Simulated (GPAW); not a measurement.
## CaO (Lime, Fm-3m): the O K absorption edge

What does one-electron theory with a core hole give for the O K edge of CaO (Lime, Fm-3m)?

Method: X-ray absorption from dipole matrix elements to empty bands, plane-wave PAW PBE, in GPAW 26.7.0.

This is a report of a sequence of runs, with most program output left out.

### 1. Starting point

Symmetry: Fm-3m, No. 225, cubic system. The conventional cell has a = 4.813 Å, b = 4.813 Å, c = 4.813 Å, α = 90.00°, β = 90.00°, γ = 90.00°. Nearest to Ca lie 6 O at 2.41 Å. Nearest to O lie 6 Ca at 2.41 Å. Farther neighbours and most contacts between anions are not listed.

### 2. The field without a hole

A plain self-consistent run shows whether there is a gap, which decides the set-up of the core-hole run.

Contents of scf.py:

```python
import numpy as np
from ase import Atoms
from ase.parallel import parprint, paropen
from gpaw import GPAW, PW, FermiDirac, Mixer, MixerDif, setup_paths
from gpaw.test import gen
setup_paths.insert(0, '.')
gen('O', name='nch1s', xcname='PBE', corehole=(1, 0, 0), write_xml=True)

atoms = Atoms('CaO',
    cell=[[0, 2.4065, 2.4065],
     [2.4065, 0, 2.4065],
     [2.4065, 2.4065, 0]],
    scaled_positions=[[0, 0, 0],
     [0.5, 0.5, 0.5]],
    pbc=True)
atoms.calc = calc = GPAW(legacy_gpaw=True, mode=PW(500), xc='PBE', setups={1: 'nch1s'},
    kpts={'size': (9, 9, 9), 'gamma': True}, occupations=FermiDirac(0.05),
    charge=0, mixer=Mixer(0.1, 5, 50), maxiter=150,
    convergence={'density': 0.0001}, txt='scf.txt')
energy = atoms.get_potential_energy() + calc.get_reference_energy()
ef = calc.get_fermi_level()
out = dict(energy=energy, fermi=ef, forces=atoms.get_forces().tolist())
parprint(f'all-electron energy {energy:.4f} eV, Fermi level {ef:.4f} eV')
ev = np.array([[calc.get_eigenvalues(k, s) for k in range(len(calc.get_ibz_k_points()))] for s in range(calc.get_number_of_spins())])
out['homo'], out['lumo'], out['counts'] = ev[ev < ef].max(), ev[ev > ef].min(), sorted(set((ev < ef).sum((0, 2)).tolist()))
out['filled'] = (ev[:, 0] < ef).sum(1).tolist()
import json
with paropen('out.json', 'w') as f:
    json.dump(out, f)
```

Launch:

```sh
> OMP_NUM_THREADS=1 python scf.py
```

The job ended after 12 s (1 thread of Arm Neoverse V2, shared host; peak memory 0.13 GiB).

The mesh shows a gap of 3.75 eV, so the hole is first treated in a charged cell, without the excited electron.

### 3. Spectrum without a core hole, O atom 2

This cheap baseline ignores the attraction of the hole: it shows the absorber's empty states as they are in the ground state. The data set with a hole of occupation 0 only carries the core orbital.

The absorber has 6 Ca at 2.41 Å (octahedral, site symmetry m-3m).

Contents of xas.py:

```python
import numpy as np
from ase import Atoms
from ase.parallel import parprint, paropen
from gpaw import GPAW, PW, FermiDirac, Mixer, MixerDif, setup_paths
from gpaw.test import gen
setup_paths.insert(0, '.')
gen('O', name='nch1s', xcname='PBE', corehole=(1, 0, 0), write_xml=True)

atoms = Atoms('CaO',
    cell=[[0, 2.4065, 2.4065],
     [2.4065, 0, 2.4065],
     [2.4065, 2.4065, 0]],
    scaled_positions=[[0, 0, 0],
     [0.5, 0.5, 0.5]],
    pbc=True)
atoms.calc = calc = GPAW(legacy_gpaw=True, mode=PW(500), xc='PBE', setups={1: 'nch1s'},
    kpts={'size': (9, 9, 9), 'gamma': True}, occupations=FermiDirac(0.02),
    charge=0, mixer=Mixer(0.1, 5, 50), maxiter=150,
    convergence={'density': 0.0001}, txt='scf.txt')
energy = atoms.get_potential_energy() + calc.get_reference_energy()
ef = calc.get_fermi_level()
out = dict(energy=energy, fermi=ef, forces=atoms.get_forces().tolist())
parprint(f'all-electron energy {energy:.4f} eV, Fermi level {ef:.4f} eV')
ev = np.array([[calc.get_eigenvalues(k, s) for k in range(len(calc.get_ibz_k_points()))] for s in range(calc.get_number_of_spins())])
out['homo'], out['lumo'], out['counts'] = ev[ev < ef].max(), ev[ev > ef].min(), sorted(set((ev < ef).sum((0, 2)).tolist()))
out['filled'] = (ev[:, 0] < ef).sum(1).tolist()

from gpaw.xas import XAS
nb = int(calc.get_number_of_electrons() / 2) + 20
top = nb
nscf = calc.fixed_density(kpts={'size': (8, 8, 8), 'gamma': True},
    convergence={'eigenstates': 1.0}, txt='nscf.txt')
nscf.diagonalize_full_hamiltonian(nbands=nb)
cell = atoms.cell.array
ops = [cell.T @ U.T @ np.linalg.inv(cell.T) for U in nscf.wfs.kd.symmetry.op_scc]
filled = [8]  # bands filled in the ground state, by spin
E = np.arange(-25, 34, 0.1)
fwhm = np.interp(E, [4, 25], [0.9, 3.5])
Y, X, zero, highest = 0, 0, 1e9, 1e9
for spin in range(nscf.get_number_of_spins()):
    xas = XAS(nscf, mode='all', center=1, spin=spin)
    eps = xas.eps_kn
    d = xas.sigma_cmkn  # core-to-band dipole matrix elements, k weights included
    T = np.einsum('amkn,bmkn->abkn', d, d.conj()).real
    T = sum(np.einsum('ai,ijkn,bj->abkn', R, T, R) for R in ops) / len(ops)
    empty = np.ones_like(eps, bool) & (np.arange(nb) >= filled[spin])
    zero, highest = min(zero, eps[empty].min()), min(highest, eps[:, top - 1].min())
    lines = [(eps, T, empty)] if spin == 0 else lines + [(eps, T, empty)]
for eps, T, empty in lines:
    f = np.einsum('aakn->akn', T).reshape(3, -1)
    x = eps.ravel() - zero
    w = np.interp(x, E, fwhm) / 2.35482
    g = np.exp(-0.5 * ((E[:, None] - x) / w) ** 2) / (w * (2 * np.pi) ** 0.5)
    Y = Y + (f * empty.ravel()) @ g.T
    X = X + (f * ~empty.ravel()) @ g.T
out.update(E=E.round(2).tolist(), xas=Y.tolist(), xes=X.tolist(), zero=zero, valid=highest - zero, nk=len(eps), nb=nb)
for i in range(0, len(E), 10):
    parprint(f'{E[i]:7.2f}', *(f'{v:10.3e}' for v in Y[:, i]))
import json
with paropen('out.json', 'w') as f:
    json.dump(out, f)
```

Launch:

```sh
> OMP_NUM_THREADS=1 python xas.py
```

Run time: 38 s. Hardware: 1 thread; peak memory 0.2 GiB.

The O K spectrum, O atom 2, no core hole (energy from the lowest empty level; intensity scaled to a mean of 1 over the first 20 eV):

```
E (eV)  intensity
  -2.0       0.00
  -1.5       0.00
  -1.0       0.00
  -0.5       0.00
   0.0       0.02
   0.5       0.10
   1.0       0.23
   1.5       0.51
   2.0       0.88
   2.5       1.40
   3.0       2.06
   3.5       2.41
   4.0       2.17
   4.5       1.72
   5.0       1.68
   5.5       1.71
   6.0       2.09
   6.5       2.23
   7.0       1.73
   7.5       1.24
   8.0       0.92
   8.5       0.75
   9.0       0.78
   9.5       0.97
  10.0       1.27
  10.5       1.44
  11.0       1.30
  11.5       1.00
  12.0       0.77
  12.5       0.67
  13.0       0.69
  13.5       0.76
  14.0       0.82
  14.5       0.77
  15.0       0.63
  15.5       0.49
  16.0       0.41
  16.5       0.39
  17.0       0.40
  17.5       0.42
  18.0       0.42
  18.5       0.42
  19.0       0.43
  19.5       0.47
  20.0       0.54
  20.5       0.66
  21.0       0.81
  21.5       0.98
  22.0       1.18
  22.5       1.39
  23.0       1.59
  23.5       1.77
  24.0       1.86
  24.5       1.84
  25.0       1.70
  25.5       1.46
  26.0       1.17
  26.5       0.90
  27.0       0.68
  27.5       0.53
  28.0       0.44
  28.5       0.42
  29.0       0.44
  29.5       0.49
  30.0       0.56
```

Main maxima below 24 eV (height): 3.6 eV (2.44), 6.4 eV (2.27), 10.5 eV (1.44) and 14.0 eV (0.82). A K edge sees empty p states on the absorber.

The same matrix elements for filled bands give the O K emission of O atom 2 (ground-state approximation; energy from the lowest empty level, largest value 1):

```
E (eV)  emission
-24.00      0.00
-23.25      0.00
-22.50      0.00
-21.75      0.00
-21.00      0.00
-20.25      0.00
-19.50      0.00
-18.75      0.00
-18.00      0.00
-17.25      0.00
-16.50      0.00
-15.75      0.00
-15.00      0.00
-14.25      0.00
-13.50      0.00
-12.75      0.00
-12.00      0.00
-11.25      0.00
-10.50      0.00
 -9.75      0.00
 -9.00      0.00
 -8.25      0.00
 -7.50      0.00
 -6.75      0.01
 -6.00      0.19
 -5.25      0.57
 -4.50      0.97
 -3.75      0.28
 -3.00      0.01
 -2.25      0.00
 -1.50      0.00
 -0.75      0.00
  0.00      0.00
  0.75      0.00
  1.50      0.00
  2.25      0.00
  3.00      0.00
```

Emission maxima: -4.6 eV (1.00).

### 4. Reference energy of the supercell

The photon energy needs a difference of total energies, so the cell and mesh of the coming hole run are first run without a hole.

scf.py, as its differences from that of step 2:

```diff
@@ -8,11 +8,21 @@
 
-atoms = Atoms('CaO',
-    cell=[[0, 2.4065, 2.4065],
-     [2.4065, 0, 2.4065],
-     [2.4065, 2.4065, 0]],
+atoms = Atoms('Ca6O6',
+    cell=[[4.813, -2.4065, 2.4065],
+     [2.4065, 2.4065, 4.813],
+     [-2.4065, -4.813, 2.4065]],
     scaled_positions=[[0, 0, 0],
-     [0.5, 0.5, 0.5]],
+     [0.33333333, 0.33333333, 0],
+     [0.16666667, 0.16666667, 0.5],
+     [0.66666667, 0.66666667, 0],
+     [0.5, 0.5, 0.5],
+     [0.83333333, 0.83333333, 0.5],
+     [0.08333333, 0.58333333, 0.75],
+     [0.41666667, 0.91666667, 0.75],
+     [0.25, 0.75, 0.25],
+     [0.75, 0.25, 0.75],
+     [0.58333333, 0.08333333, 0.25],
+     [0.91666667, 0.41666667, 0.25]],
     pbc=True)
-atoms.calc = calc = GPAW(legacy_gpaw=True, mode=PW(500), xc='PBE', setups={1: 'nch1s'},
-    kpts={'size': (9, 9, 9), 'gamma': True}, occupations=FermiDirac(0.05),
+atoms.calc = calc = GPAW(legacy_gpaw=True, mode=PW(500), xc='PBE', setups={6: 'nch1s'},
+    kpts={'size': (4, 4, 3), 'gamma': True}, occupations=FermiDirac(0.02),
     charge=0, mixer=Mixer(0.1, 5, 50), maxiter=150,
```

Launch:

```sh
> OMP_NUM_THREADS=1 python scf.py
```

Run time: 3 min. Hardware: 1 thread; peak memory 0.37 GiB.

Reference energy: -123386.442 eV with the cores included.

### 5. Spectrum with FCH, O atom 2

The holes are 5.9 Å apart. In GPAW the data set carries the hole's charge, so charge=0 means a charged cell and charge=-1 a neutral one. The excited electron is left out and a uniform background balances the charge. After the field has converged, empty bands are computed with the density fixed and the dipole matrix elements are summed.

xas.py, as its differences from that of step 3:

```diff
@@ -6,13 +6,23 @@
 setup_paths.insert(0, '.')
-gen('O', name='nch1s', xcname='PBE', corehole=(1, 0, 0), write_xml=True)
+gen('O', name='fch1s', xcname='PBE', corehole=(1, 0, 1), write_xml=True)
 
-atoms = Atoms('CaO',
-    cell=[[0, 2.4065, 2.4065],
-     [2.4065, 0, 2.4065],
-     [2.4065, 2.4065, 0]],
+atoms = Atoms('Ca6O6',
+    cell=[[4.813, -2.4065, 2.4065],
+     [2.4065, 2.4065, 4.813],
+     [-2.4065, -4.813, 2.4065]],
     scaled_positions=[[0, 0, 0],
-     [0.5, 0.5, 0.5]],
+     [0.33333333, 0.33333333, 0],
+     [0.16666667, 0.16666667, 0.5],
+     [0.66666667, 0.66666667, 0],
+     [0.5, 0.5, 0.5],
+     [0.83333333, 0.83333333, 0.5],
+     [0.08333333, 0.58333333, 0.75],
+     [0.41666667, 0.91666667, 0.75],
+     [0.25, 0.75, 0.25],
+     [0.75, 0.25, 0.75],
+     [0.58333333, 0.08333333, 0.25],
+     [0.91666667, 0.41666667, 0.25]],
     pbc=True)
-atoms.calc = calc = GPAW(legacy_gpaw=True, mode=PW(500), xc='PBE', setups={1: 'nch1s'},
-    kpts={'size': (9, 9, 9), 'gamma': True}, occupations=FermiDirac(0.02),
+atoms.calc = calc = GPAW(legacy_gpaw=True, mode=PW(500), xc='PBE', setups={6: 'fch1s'},
+    kpts={'size': (4, 4, 3), 'gamma': True}, occupations=FermiDirac(0.02),
     charge=0, mixer=Mixer(0.1, 5, 50), maxiter=150,
@@ -28,11 +38,10 @@
 from gpaw.xas import XAS
-nb = int(calc.get_number_of_electrons() / 2) + 20
-top = nb
-nscf = calc.fixed_density(kpts={'size': (8, 8, 8), 'gamma': True},
-    convergence={'eigenstates': 1.0}, txt='nscf.txt')
-nscf.diagonalize_full_hamiltonian(nbands=nb)
+nb = int(calc.get_number_of_electrons() / 2) + 102
+top, nb = nb, nb + 8 + nb // 12
+nscf = calc.fixed_density(kpts={'size': (5, 5, 4), 'gamma': True}, nbands=nb,
+    convergence={'bands': top, 'eigenstates': 1e-5}, maxiter=60, txt='nscf.txt')
 cell = atoms.cell.array
 ops = [cell.T @ U.T @ np.linalg.inv(cell.T) for U in nscf.wfs.kd.symmetry.op_scc]
-filled = [8]  # bands filled in the ground state, by spin
-E = np.arange(-25, 34, 0.1)
+filled = [48]  # bands filled in the ground state, by spin
+E = np.arange(-6, 34, 0.1)
 fwhm = np.interp(E, [4, 25], [0.9, 3.5])
@@ -40,3 +49,3 @@
 for spin in range(nscf.get_number_of_spins()):
-    xas = XAS(nscf, mode='all', center=1, spin=spin)
+    xas = XAS(nscf, mode='all', center=6, spin=spin)
     eps = xas.eps_kn
```

Launch:

```sh
> OMP_NUM_THREADS=1 python xas.py
```

It took 13 min on 1 thread; peak memory 1.1 GiB.

The O K spectrum, O atom 2, full core hole (charged cell) (energy from the lowest empty level; intensity scaled to a mean of 1 over the first 20 eV):

| E (eV) | intensity |
| --- | --- |
| -2.00 | 0.00 |
| -1.25 | 0.00 |
| -0.50 | 0.00 |
| 0.25 | 0.11 |
| 1.00 | 0.54 |
| 1.75 | 1.67 |
| 2.50 | 2.73 |
| 3.25 | 2.58 |
| 4.00 | 1.35 |
| 4.75 | 1.53 |
| 5.50 | 1.76 |
| 6.25 | 1.46 |
| 7.00 | 0.84 |
| 7.75 | 0.73 |
| 8.50 | 0.72 |
| 9.25 | 0.97 |
| 10.00 | 1.22 |
| 10.75 | 1.00 |
| 11.50 | 0.70 |
| 12.25 | 0.61 |
| 13.00 | 0.71 |
| 13.75 | 0.80 |
| 14.50 | 0.66 |
| 15.25 | 0.46 |
| 16.00 | 0.42 |
| 16.75 | 0.48 |
| 17.50 | 0.53 |
| 18.25 | 0.58 |
| 19.00 | 0.69 |
| 19.75 | 0.93 |
| 20.50 | 1.30 |
| 21.25 | 1.70 |
| 22.00 | 2.02 |
| 22.75 | 2.16 |
| 23.50 | 2.05 |
| 24.25 | 1.67 |
| 25.00 | 1.18 |
| 25.75 | 0.76 |
| 26.50 | 0.50 |
| 27.25 | 0.40 |

Main maxima below 24 eV (height): 2.9 eV (2.86), 5.7 eV (1.81), 10.0 eV (1.22), 13.7 eV (0.80) and 22.8 eV (2.17). 

The hole costs E(hole) − E(ground) = 530.40 eV, and the lowest empty level of the hole cell on the spectrum's mesh lies at 8.68 eV, which puts the zero at 539.08 eV. One term is added: -8.91 eV, since the hole is spin-paired here and a spin-polarised one costs that much less in the free atom (computed apart). The photon energy is then 530.17 eV. The functional and the charged cell's background leave an error of a few eV in such absolute values.

### 6. Excitation energy, O atom 2

With the excited electron kept in the cell the system stays neutral, and the energy difference is an excitation energy by itself. In a small cell that electron takes up a good share of the lowest empty band, or all of one, which shifts the value from the true onset.

Changed against the first core-hole run: core hole to XCH, with the smearing that suits a partly filled band.

scf.py, as its differences from that of step 4:

```diff
@@ -6,3 +6,3 @@
 setup_paths.insert(0, '.')
-gen('O', name='nch1s', xcname='PBE', corehole=(1, 0, 0), write_xml=True)
+gen('O', name='fch1s', xcname='PBE', corehole=(1, 0, 1), write_xml=True)
 
@@ -25,5 +25,5 @@
     pbc=True)
-atoms.calc = calc = GPAW(legacy_gpaw=True, mode=PW(500), xc='PBE', setups={6: 'nch1s'},
-    kpts={'size': (4, 4, 3), 'gamma': True}, occupations=FermiDirac(0.02),
-    charge=0, mixer=Mixer(0.1, 5, 50), maxiter=150,
+atoms.calc = calc = GPAW(legacy_gpaw=True, mode=PW(500), xc='PBE', setups={6: 'fch1s'},
+    kpts={'size': (4, 4, 3), 'gamma': True}, occupations=FermiDirac(0.04),
+    charge=-1, mixer=Mixer(0.1, 5, 50), maxiter=150,
     convergence={'density': 0.0001}, txt='scf.txt')
```

Launch:

```sh
> OMP_NUM_THREADS=1 python scf.py
```

Elapsed: 3.3 min, on 1 thread; peak memory 0.37 GiB.

The total-energy difference is 539.38 eV. With the free-atom term of -8.91 eV for this edge, the photon energy is 530.48 eV.

### 7. What the core hole does

Both curves are counted from their own zero, so only the shift of weight within the empty states shows.

| E (eV) | no hole | FCH |
| --- | --- | --- |
| -2.0 | 0.00 | 0.00 |
| -1.0 | 0.00 | 0.00 |
| 0.0 | 0.02 | 0.05 |
| 1.0 | 0.23 | 0.54 |
| 2.0 | 0.88 | 2.14 |
| 3.0 | 2.06 | 2.83 |
| 4.0 | 2.17 | 1.35 |
| 5.0 | 1.68 | 1.56 |
| 6.0 | 2.09 | 1.71 |
| 7.0 | 1.73 | 0.84 |
| 8.0 | 0.92 | 0.71 |
| 9.0 | 0.78 | 0.85 |
| 10.0 | 1.27 | 1.22 |
| 11.0 | 1.30 | 0.88 |
| 12.0 | 0.77 | 0.61 |
| 13.0 | 0.69 | 0.71 |
| 14.0 | 0.82 | 0.77 |
| 15.0 | 0.63 | 0.52 |
| 16.0 | 0.41 | 0.42 |
| 17.0 | 0.40 | 0.50 |
| 18.0 | 0.42 | 0.56 |
| 19.0 | 0.43 | 0.69 |
| 20.0 | 0.54 | 1.04 |
| 21.0 | 0.81 | 1.57 |
| 22.0 | 1.18 | 2.02 |
| 23.0 | 1.59 | 2.16 |
| 24.0 | 1.86 | 1.82 |
| 25.0 | 1.70 | 1.18 |
| 26.0 | 1.17 | 0.66 |
| 27.0 | 0.68 | 0.42 |

With each curve scaled to its own mean, the area from −2 to 6 eV with the hole is 9.4 against 8.0, and the centre of weight from −1 to 20 eV moves by -0.2 eV: the hole pulls the absorber's empty states down.

### 8. What came out

```
absorber and edge                               : O K, atom 2 of the ground-state input (counted from 1)
surroundings                                    : 6 Ca at 2.41 Å (octahedral, site symmetry m-3m)
highest intensity below 16 eV                   : 2.9 eV above the zero, height 2.86
photon energy of the zero, with the added terms : 530.2 eV (raw 539.1 eV; uncertain by a few eV)
```

The O K edge of atom 2, with 6 Ca at 2.41 Å (octahedral, site symmetry m-3m), has its highest intensity of the first 16 eV at 2.9 eV above the zero, near 533 eV in photon energy (uncertain by a few eV), 2.9 times the mean level of the first 20 eV (Gaussian full width 0.9 eV up to 4 eV, rising linearly to 3.5 eV at 25 eV). With each curve scaled to its own mean, the area from −2 to 6 eV with the hole is 9.4 against 8.0, and the centre of weight from −1 to 20 eV moves by -0.2 eV: the hole pulls the absorber's empty states down. The neutral-cell energy lies +0.3 eV from the charged-cell zero, a gap made of the charged-cell error and of where the added electron settles. The holes are only 5.9 Å apart, so the shape is probably not converged with cell size; no larger cell was run here. The mesh is coarse (0.28 Å⁻¹ between points), so small maxima may be mesh ripples. Lifetime broadening is put in by hand, and intensities beyond about 20 eV depend on it and on the partial waves. The structure is a published determination, not relaxed.

[Logs are printed without paths, hosts, clocks, repeated set-up lines and the standing remarks that a program may print on its own settings, such as how far it seeks lower states.]

[Hosts, paths, dates, database ids (printed as entryN), source tags and the programs' standing remarks are cut or masked in the printed files.]

[Lists of maxima count a maximum above −3 eV only where it reaches 4 % of the highest in the window and stands out from its surroundings by 2 % of it (1.5 % where it reaches 55 %); shoulders and weaker maxima are passed over, and of the rest the first, up to two pre-edge ones and the few strongest are named.]
